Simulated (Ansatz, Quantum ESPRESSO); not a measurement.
# BaC2 (I4/mmm): third-order response, part 2 of 3

Wanted: vibrational spectra of BaC2 (I4/mmm) from linear and non-linear response.

Quantum ESPRESSO 8.0 development, patched; DFT LDA, scalar-relativistic, plane waves, PseudoDojo norm-conserving pseudopotentials.

So far. Step 4 (Relaxing the cell and atoms): Little changed from the start: no atom moved by 0.005 Å and no cell edge by 0.1 %. Step 5 (Ground state): The cell stands at -0.002 GPa, close enough for phonons. The relaxed cell has a = 4.261, c = 7.122 Å (conventional setting).

**6. Linear response at Γ**

At q = 0 one unit cell holds all displacements; symmetry groups them into irreducible representations that are solved one by one. The response to a field gives ε∞ and the Born charges, which polar modes need. Third-order response adds the Raman tensors.

File ph.in:

```
phonons
&INPUTPH
  prefix = 'x'
  outdir = './tmp'
  fildyn = 'g.dyn'
  tr2_ph = 1.0d-18
  epsil  = .true.
  lraman = .true.
  elop   = .true.
/
0.000000000 0.000000000 0.000000000
```

On the command line:

```console
> OMP_NUM_THREADS=1 mpirun -n 8 ph.x -nk 8 -in ph.in > ph.out
```

Output:

```text
[banners, grids, parts of the stress and lines that vanish by symmetry left out]
[banner, memory and clock lines left out]
Program PHONON v.8.0dev

[...]
(   1q-points):
[...]
Exchange-correlation= PW
                           (   1   4   0   0   0   0   0)
[...]
kinetic-energy cut-off    =      74.0000  Ry
     charge density cut-off    =     296.0000  Ry
     convergence threshold     =      1.0E-18
[...]
Exchange-correlation= PW
                           (   1   4   0   0   0   0   0)
[...]
q = (   0.0000000   0.0000000   0.0000000 )
     17 Sym.Ops. (with q -> -q+G )
     G cutoff =  582.6351  (  37605 G-vectors)     FFT grid: ( 50, 50, 50)
     number of k points=    59
[...]
Mode symmetry, D_4h(4/mmm) point group:
[...]
Dielectric constant
[...]
End of electric fields calculation
          Dielectric constant in cartesian axis
          (       3.512391904       0.000000000       0.000000000 )
          (       0.000000000       3.512391904       0.000000000 )
          (       0.000000000       0.000000000       4.041580922 )
          Effective charges (d Force / dE) in cartesian axis without acoustic sum rule applied (asr)
           atom    1  Ba    Mean Z*:        2.53838
      Ex  (        2.57566       -0.00000       -0.00000 )
      Ey  (       -0.00000        2.57566       -0.00000 )
      Ez  (       -0.00000        0.00000        2.46381 )
           atom    2  C     Mean Z*:       -1.26909
      Ex  (       -1.28774        0.00000       -0.00000 )
      Ey  (        0.00000       -1.28774       -0.00000 )
      Ez  (       -0.00000       -0.00000       -1.23177 )
           atom    3  C     Mean Z*:       -1.26909
      Ex  (       -1.28774       -0.00000        0.00000 )
      Ey  (        0.00000       -1.28774        0.00000 )
      Ez  (        0.00000        0.00000       -1.23177 )
          Effective charges Sum: Mean:        0.00020
[...]
Effective charges (d Force / dE) in cartesian axis with asr applied:
           atom    1  Ba    Mean Z*:        2.53831
[...]
atom    2  C     Mean Z*:       -1.26915
[...]
atom    3  C     Mean Z*:       -1.26915
[...]
Dielectric constant from finite-differences
          (       3.512424115       0.000000000       0.000000000 )
          (       0.000000000       3.512424115       0.000000000 )
          (       0.000000000       0.000000000       4.041520221 )
[...]
(       0.000000000       0.000000000       0.000000000 )
          (       0.000000000       0.000000000       0.000000000 )
          (       0.000000000       0.000000000       0.000000000 )
          (       0.000000000       0.000000000       0.000000000 )
          (      -0.000000000      -0.000000000      -0.000000000 )
          (       0.000000000      -0.000000000      -0.000000000 )
          (       0.000000000       0.000000000       0.000000000 )
          (       0.000000000      -0.000000000       0.000000000 )
[...]
(      -0.000000000      -0.000000000      -0.167022410 )
          (       0.000000000      -0.167022410      -0.000000000 )
          (      -0.722902219      -0.000000000       0.000000000 )
          (      -0.000000000      -0.722902219      -0.000000000 )
          (      -0.000000000      -0.000000000      -2.905553086 )
[...]
Representation #   1 mode #   1
[...]
End of self-consistent calculation
     Convergence has been achieved
     Representation #   2 modes #   2   3
[...]
End of self-consistent calculation
     Convergence has been achieved
     Representation #   3 mode #   4
[...]
End of self-consistent calculation
     Convergence has been achieved
     Representation #   4 mode #   5
[...]
End of self-consistent calculation
     Convergence has been achieved
     Representation #   5 modes #   6   7
[...]
End of self-consistent calculation
     Convergence has been achieved
     Representation #   6 modes #   8   9
[...]
End of self-consistent calculation
     Convergence has been achieved
[...]
Dielectric constant in cartesian axis
          (       3.512391904       0.000000000       0.000000000 )
          (       0.000000000       3.512391904       0.000000000 )
          (       0.000000000       0.000000000       4.041580922 )
          Effective charges (d Force / dE) in cartesian axis without acoustic sum rule applied (asr)
           atom    1  Ba    Mean Z*:        2.53838
      Ex  (        2.57566       -0.00000       -0.00000 )
      Ey  (       -0.00000        2.57566       -0.00000 )
      Ez  (       -0.00000        0.00000        2.46381 )
           atom    2  C     Mean Z*:       -1.26909
      Ex  (       -1.28774        0.00000       -0.00000 )
      Ey  (        0.00000       -1.28774       -0.00000 )
      Ez  (       -0.00000       -0.00000       -1.23177 )
           atom    3  C     Mean Z*:       -1.26909
      Ex  (       -1.28774       -0.00000        0.00000 )
      Ey  (        0.00000       -1.28774        0.00000 )
      Ez  (        0.00000        0.00000       -1.23177 )
          Effective charges Sum: Mean:        0.00020
[...]
Effective charges (d Force / dE) in cartesian axis with asr applied:
           atom    1  Ba    Mean Z*:        2.53831
[...]
atom    2  C     Mean Z*:       -1.26915
[...]
atom    3  C     Mean Z*:       -1.26915
[...]
q = (    0.000000000   0.000000000   0.000000000 )
[...]
freq (    1) =      -0.019830 [THz] =      -0.661442 [cm-1]
     freq (    2) =      -0.019830 [THz] =      -0.661442 [cm-1]
     freq (    3) =      -0.016671 [THz] =      -0.556090 [cm-1]
     freq (    4) =       4.679558 [THz] =     156.093239 [cm-1]
     freq (    5) =       4.679558 [THz] =     156.093239 [cm-1]
     freq (    6) =       5.125320 [THz] =     170.962287 [cm-1]
     freq (    7) =       5.125320 [THz] =     170.962287 [cm-1]
     freq (    8) =       5.909077 [THz] =     197.105586 [cm-1]
     freq (    9) =      56.277147 [THz] =    1877.203576 [cm-1]
[...]
Mode symmetry, D_4h(4/mmm) point group:
     freq (   1-   2) =         -0.7  [cm-1]   --> E_u  X_5' M_5'  I
     freq (   3-   3) =         -0.6  [cm-1]   --> A_2u X_4' M_4'  I
     freq (   4-   5) =        156.1  [cm-1]   --> E_g  X_5  M_5   R
     freq (   6-   7) =        171.0  [cm-1]   --> E_u  X_5' M_5'  I
     freq (   8-   8) =        197.1  [cm-1]   --> A_2u X_4' M_4'  I
     freq (   9-   9) =       1877.2  [cm-1]   --> A_1g X_1  M_1   R
```

Elapsed: 15 min, on 8 MPI ranks of Arm Neoverse V1, shared host.

Numbers from this step:

```yaml
miss_of_the_charge_sum_rule: 2.70e-4 e
largest_acoustic_frequency_at_the_zone_centre_before_the_sum_rule: -0.66 cm⁻¹
highest_optical_zone_centre_mode_no_lo_to_term: 1877 cm⁻¹
lowest_optical_zone_centre_mode: 156.1 cm⁻¹
mean_high_frequency_dielectric_constant: 3.689
largest_born_charge_in_size_third_of_the_trace: 2.538 e
```

Born charge (rows field, columns displacement), before the sum rule (e), principal values of the symmetric part by kind of site:

| atom | atoms with these values | low | middle | high | mean |
| --- | --- | --- | --- | --- | --- |
| Ba1 | 1 | 2.46 | 2.58 | 2.58 | 2.54 |
| C2 | 2 | -1.29 | -1.29 | -1.23 | -1.27 |

In full for C2:

```
-1.29  0.00  0.00
 0.00 -1.29  0.00
 0.00  0.00 -1.23
```

High-frequency dielectric tensor:

```
3.51 0.00 0.00
0.00 3.51 0.00
0.00 0.00 4.04
```

The acoustic modes at Γ come out as far as 0.7 cm⁻¹ from zero, where they should vanish, a small numerical error; the Born charges miss their sum rule by 2.7e-4 e, which is good.

**7. Modes with the sum rule**

A rigid shift of the crystal must cost nothing, but grids and finite bases break this; the acoustic sum rule is imposed before the matrix is diagonalised again. With Born charges the intensities follow, and the static dielectric tensor.

File dynmat.in:

```
&INPUT
  fildyn = 'g.dyn'
  asr    = 'crystal'
  fileig = 'dynmat.eig'
  lperm  = .true.
/
```

On the command line:

```console
> dynmat.x -in dynmat.in > dynmat.out
```

Output:

```text
[banner, memory and clock lines left out]
Program DYNMAT v.8.0dev

     Reading Dynamical Matrix from file g.dyn
     ...Force constants read
     ...epsilon and Z* read
     ...Raman cross sections read
     Acoustic Sum Rule: || Z*(ASR) - Z*(orig)|| =    2.089577E-04
     Acoustic Sum Rule: ||dyn(ASR) - dyn(orig)||=    6.884353E-06
     A direction for q was not specified:TO-LO splitting will be absent

     Polarizability (A^3 units)
     multiply by 0.527353 for Clausius-Mossotti correction (not under assume_isolated = 'mt')
        12.928282    0.000000    0.000000
         0.000000   12.928282    0.000000
         0.000000    0.000000   15.651386

     IR activities are in (D/A)^2/amu units
     Raman activities are in A^4/amu units
     multiply Raman by 0.077340 for Clausius-Mossotti correction (not under assume_isolated = 'mt')

# mode   [cm-1]    [THz]      IR          Raman   depol.fact
    1     -0.00   -0.0000    0.0000         0.0000    0.7325
    2      0.00    0.0000    0.0000         0.0000    0.5746
    3      0.00    0.0000    0.0000         0.0000    0.3566
    4    156.09    4.6796    0.0000         9.2241    0.7500
    5    156.09    4.6796    0.0000         9.2241    0.7500
    6    170.97    5.1256    7.4856         0.0000    0.6688
    7    170.97    5.1256    7.4856         0.0000    0.5686
    8    197.11    5.9093    6.8494         0.0000    0.7498
    9   1877.20   56.2771    0.0000      2015.7232    0.1257

Electronic dielectric permittivity tensor (relative, adimensional)
         3.512392    0.000000    0.000000
         0.000000    3.512392    0.000000
         0.000000    0.000000    4.041581

 ... with zone-center polar mode contributions
        11.958753   -0.000000   -0.000000
        -0.000000   11.958753   -0.000000
        -0.000000   -0.000000    9.856008
```

The job ended after 0.48 s (1 thread).

Read from the output:

| Item | Value |
| --- | --- |
| mean static dielectric constant | 11.26 |

Unit eigenvectors of the mass-weighted matrix after the sum rule; no LO-TO term. Modes at Γ, with each element's share of the kinetic energy:

| mode | frequency (cm⁻¹) | symmetry | Ba % | C % |
| --- | --- | --- | --- | --- |
| 1 | 0.0 | acoustic | 85 | 15 |
| 2 | 0.0 | acoustic | 85 | 15 |
| 3 | 0.0 | acoustic | 85 | 15 |
| 4 | 156.1 | Eg | 0 | 100 |
| 5 | 156.1 | Eg | 0 | 100 |
| 6 | 171.0 | Eu | 15 | 85 |
| 7 | 171.0 | Eu | 15 | 85 |
| 8 | 197.1 | A2u | 15 | 85 |
| 9 | 1877.2 | A1g | 0 | 100 |

Displacements in mode 5 (156.1 cm⁻¹), the largest set to 1:
```
Ba1  0.00  0.00  0.00
C2   1.00  0.01  0.00
C3  -1.00 -0.01  0.00
```

Displacements in mode 7 (171.0 cm⁻¹), the largest set to 1:
```
Ba1 -0.17  0.00  0.00
C2   1.00  0.00  0.00
C3   1.00  0.00  0.00
```

Degenerate modes summed, no LO-TO term. Infrared lines, with heights relative to the strongest:

| position (cm⁻¹) | lines merged | label | IR intensity, relative |
| --- | --- | --- | --- |
| 156 | 2 | Eg | 0.0 |
| 171 | 2 | Eu | 100 |
| 197 | 1 | A2u | 46 |
| 1877 | 1 | A1g | 0.0 |

Degenerate modes summed. Raman lines, with heights relative to the strongest:

| position (cm⁻¹) | lines merged | label | Raman activity, relative |
| --- | --- | --- | --- |
| 156 | 2 | Eg | 0.9 |
| 171 | 2 | Eu | 0.0 |
| 197 | 1 | A2u | 0.0 |
| 1877 | 1 | A1g | 100 |

Static dielectric tensor (ions relaxed, fixed cell):

```
11.96  0.00  0.00
 0.00 11.96  0.00
 0.00  0.00  9.86
```

The rule moves no optical mode by more than 0.1 cm⁻¹.

**8. Sum rules set otherwise: a sum rule for molecules or wires on a crystal**

This rule also removes rotations, which suits molecules and not a crystal; it is tried to see the harm.

File dynmat.in:

```
&INPUT
  fildyn = 'g.dyn'
  asr    = 'zero-dim'
  fileig = 'dynmat.eig'
  lperm  = .true.
/
```

On the command line:

```console
> dynmat.x -in dynmat.in > dynmat.out
```

Output:

```text
[banner, memory and clock lines left out]
Program DYNMAT v.8.0dev

     Reading Dynamical Matrix from file g.dyn
     ...Force constants read
     ...epsilon and Z* read
     ...Raman cross sections read
     Warning: this looks like a crystal, not a molecule in a box: use asr = 'crystal'
     Acoustic Sum Rule: || Z*(ASR) - Z*(orig)|| =    2.089577E-04
     Acoustic Sum Rule: ||dyn(ASR) - dyn(orig)||=    9.397899E-02
     Message from routine dynmat:
     WARNING: the charges keep any dipole. Ignore the strengths of the modes set to zero; with q typed a rigid rotation may get a frequency
     A direction for q was not specified:TO-LO splitting will be absent

     Polarizability (A^3 units)
     multiply by 0.527353 for Clausius-Mossotti correction (not under assume_isolated = 'mt')
        12.928282    0.000000    0.000000
         0.000000   12.928282    0.000000
         0.000000    0.000000   15.651386

     IR activities are in (D/A)^2/amu units
     Raman activities are in A^4/amu units
     multiply Raman by 0.077340 for Clausius-Mossotti correction (not under assume_isolated = 'mt')

# mode   [cm-1]    [THz]      IR          Raman   depol.fact
    1     -0.00   -0.0000    2.8489         0.1281    0.7500
    2     -0.00   -0.0000    1.6037         0.0721    0.7500
    3     -0.00   -0.0000    0.4155         0.0187    0.7500
    4      0.00    0.0000    6.7844         0.3052    0.7500
    5      0.00    0.0000    2.7915         0.1256    0.7500
    6    164.82    4.9411    0.2636         8.8993    0.7500
    7    164.82    4.9411    0.2636         8.8993    0.7500
    8    197.11    5.9093    6.8494         0.0000    0.7477
    9   1877.20   56.2771    0.0000      2015.7232    0.1257

Electronic dielectric permittivity tensor (relative, adimensional)
         3.512392    0.000000    0.000000
         0.000000    3.512392    0.000000
         0.000000    0.000000    4.041581

 ... with zone-center polar mode contributions
         3.832469    0.000000   -0.000000
         0.000000    3.832469    0.000000
        -0.000000    0.000000    9.856008
```

Run time: 0.47 s. Hardware: 1 thread.

The program raised no error, yet the settings are not those of a careful run.

The fault: a sum rule for molecules or wires on a crystal; 2 optical modes are projected out to zero frequency, as if they were rotations, and the static dielectric tensor is spoilt.

For a crystal the rule has to be 'simple' or 'crystal'.

Zone-centre frequencies as printed; negative means imaginary. Modes:

| mode | frequency (cm⁻¹) |
| --- | --- |
| 1 | 0 |
| 2 | 0 |
| 3 | 0 |
| 4 | 0 |
| 5 | 0 |
| 6 | 164.8 |
| 7 | 164.8 |
| 8 | 197.1 |
| 9 | 1877 |

**9. Modes along a direction of q (1 0 0)**

A longitudinal polar mode sets up a macroscopic field that stiffens it; the term hangs on the direction from which q goes to zero.

File dynmat.in:

```
&INPUT
  fildyn = 'g.dyn'
  asr    = 'crystal'
  fileig = 'dynmat.eig'
  q(1)   = 1.0
  q(2)   = 0.0
  q(3)   = 0.0
/
```

On the command line:

```console
> dynmat.x -in dynmat.in > dynmat.out
```

Output:

```text
[banner, memory and clock lines left out]
Program DYNMAT v.8.0dev

     Reading Dynamical Matrix from file g.dyn
     ...Force constants read
     ...epsilon and Z* read
     ...Raman cross sections read
     Acoustic Sum Rule: || Z*(ASR) - Z*(orig)|| =    2.089577E-04
     Acoustic Sum Rule: ||dyn(ASR) - dyn(orig)||=    6.884353E-06

     Polarizability (A^3 units)
     multiply by 0.527353 for Clausius-Mossotti correction (not under assume_isolated = 'mt')
        12.928282    0.000000    0.000000
         0.000000   12.928282    0.000000
         0.000000    0.000000   15.651386

     IR activities are in (D/A)^2/amu units
     Raman activities are in A^4/amu units
     multiply Raman by 0.077340 for Clausius-Mossotti correction (not under assume_isolated = 'mt')

# mode   [cm-1]    [THz]      IR          Raman   depol.fact
    1     -0.00   -0.0000    0.0000         0.0000    0.7141
    2     -0.00   -0.0000    0.0000         0.0000    0.5023
    3      0.00    0.0000    0.0000         0.0000    0.5622
    4    156.09    4.6796    0.0000         9.2241    0.7500
    5    156.09    4.6796    0.0000         9.2241    0.7500
    6    170.97    5.1256    7.4856         0.0000    0.6718
    7    197.11    5.9093    6.8494         0.0000    0.7486
    8    315.48    9.4577    7.4856         0.0000    0.5554
    9   1877.20   56.2771    0.0000      2015.7232    0.1257

[end of the log left out, with the tail of the file of modes that dynmat.x writes under the same name]
```

The job ended after 0.47 s (1 thread).

This step gave:

* highest mode moved by the LO-TO term: 315.5 cm⁻¹

Zone-centre frequencies as printed; negative means imaginary. Modes:

| mode | frequency (cm⁻¹) |
| --- | --- |
| 1 | 0 |
| 2 | 0 |
| 3 | 0 |
| 4 | 156.1 |
| 5 | 156.1 |
| 6 | 171 |
| 7 | 197.1 |
| 8 | 315.5 |
| 9 | 1877 |

The field moves one mode, from 171 to 316 cm⁻¹; the others stay.

**10. Modes along a direction of q (0 0 1)**

File dynmat.in:

```
&INPUT
  fildyn = 'g.dyn'
  asr    = 'crystal'
  fileig = 'dynmat.eig'
  q(1)   = 0.0
  q(2)   = 0.0
  q(3)   = 1.0
/
```

On the command line:

```console
> dynmat.x -in dynmat.in > dynmat.out
```

Output:

```text
[banner, memory and clock lines left out]
Program DYNMAT v.8.0dev

     Reading Dynamical Matrix from file g.dyn
     ...Force constants read
     ...epsilon and Z* read
     ...Raman cross sections read
     Acoustic Sum Rule: || Z*(ASR) - Z*(orig)|| =    2.089577E-04
     Acoustic Sum Rule: ||dyn(ASR) - dyn(orig)||=    6.884353E-06

     Polarizability (A^3 units)
     multiply by 0.527353 for Clausius-Mossotti correction (not under assume_isolated = 'mt')
        12.928282    0.000000    0.000000
         0.000000   12.928282    0.000000
         0.000000    0.000000   15.651386

     IR activities are in (D/A)^2/amu units
     Raman activities are in A^4/amu units
     multiply Raman by 0.077340 for Clausius-Mossotti correction (not under assume_isolated = 'mt')

# mode   [cm-1]    [THz]      IR          Raman   depol.fact
    1     -0.00   -0.0000    0.0000         0.0000    0.7150
    2     -0.00   -0.0000    0.0000         0.0000    0.5844
    3      0.00    0.0000    0.0000         0.0000    0.3989
    4    156.09    4.6796    0.0000         9.2241    0.7500
    5    156.09    4.6796    0.0000         9.2241    0.7500
    6    170.97    5.1256    7.4856         0.0000    0.6742
    7    170.97    5.1256    7.4856         0.0000    0.5132
    8    307.82    9.2281    6.8494         0.0000    0.7500
    9   1877.20   56.2771    0.0000      2015.7232    0.1257

[end of the log left out, with the tail of the file of modes that dynmat.x writes under the same name]
```

Elapsed: 0.47 s, on 1 thread.

Read from the output:

```
highest mode moved by the LO-TO term : 307.8 cm⁻¹
```

Zone-centre frequencies as printed; negative means imaginary. Modes:

| mode | frequency (cm⁻¹) |
| --- | --- |
| 1 | 0 |
| 2 | 0 |
| 3 | 0 |
| 4 | 156.1 |
| 5 | 156.1 |
| 6 | 171 |
| 7 | 171 |
| 8 | 307.8 |
| 9 | 1877 |

The field moves one mode, from 197 to 308 cm⁻¹; the others stay.

**11. Modes along a direction of q (1 1 1)**

File dynmat.in:

```
&INPUT
  fildyn = 'g.dyn'
  asr    = 'crystal'
  fileig = 'dynmat.eig'
  q(1)   = 1.0
  q(2)   = 1.0
  q(3)   = 1.0
/
```

On the command line:

```console
> dynmat.x -in dynmat.in > dynmat.out
```

Output:

```text
[banners, grids, parts of the stress and lines that vanish by symmetry left out]
[banner, memory and clock lines left out]
Program DYNMAT v.8.0dev

     Reading Dynamical Matrix from file g.dyn
     ...Force constants read
     ...epsilon and Z* read
     ...Raman cross sections read
     Acoustic Sum Rule: || Z*(ASR) - Z*(orig)|| =    2.089577E-04
     Acoustic Sum Rule: ||dyn(ASR) - dyn(orig)||=    6.884353E-06

     Polarizability (A^3 units)
     multiply by 0.527353 for Clausius-Mossotti correction (not under assume_isolated = 'mt')
        12.928282    0.000000    0.000000
         0.000000   12.928282    0.000000
         0.000000    0.000000   15.651386

     IR activities are in (D/A)^2/amu units
     Raman activities are in A^4/amu units
     multiply Raman by 0.077340 for Clausius-Mossotti correction (not under assume_isolated = 'mt')

# mode   [cm-1]    [THz]      IR          Raman   depol.fact
    1     -0.00   -0.0000    0.0000         0.0000    0.4586
    2     -0.00   -0.0000    0.0000         0.0000    0.1342
[...]
8    312.43    9.3663    7.2422         0.0000    0.3188
    9   1877.20   56.2771    0.0000      2015.7232    0.1257

[end of the log left out, with the tail of the file of modes that dynmat.x writes under the same name]
```

Elapsed: 0.47 s, on 1 thread.

Read from the output:

| Property | Result |
| --- | --- |
| highest mode moved by the LO-TO term | 312.4 cm⁻¹ |

Zone-centre frequencies as printed; negative means imaginary. Modes:

| mode | frequency (cm⁻¹) |
| --- | --- |
| 1 | 0 |
| 2 | 0 |
| 3 | 0 |
| 4 | 156.1 |
| 5 | 156.1 |
| 6 | 171 |
| 7 | 188.4 |
| 8 | 312.4 |
| 9 | 1877 |

The field moves 2 modes; the highest of them now lies at 312 cm⁻¹, where the highest that moved away lay at 197.

(Continued in part 3 of 3.)

[Host names and launcher messages were left out of these logs when they were recorded.]

[Logs are printed without paths, hosts, clocks, repeated set-up lines and the standing remarks that a program may print on its own settings, such as how far it seeks lower states.]

[Hosts, paths, dates, database ids (printed as entryN), source tags and the programs' standing remarks are cut or masked in the printed files.]
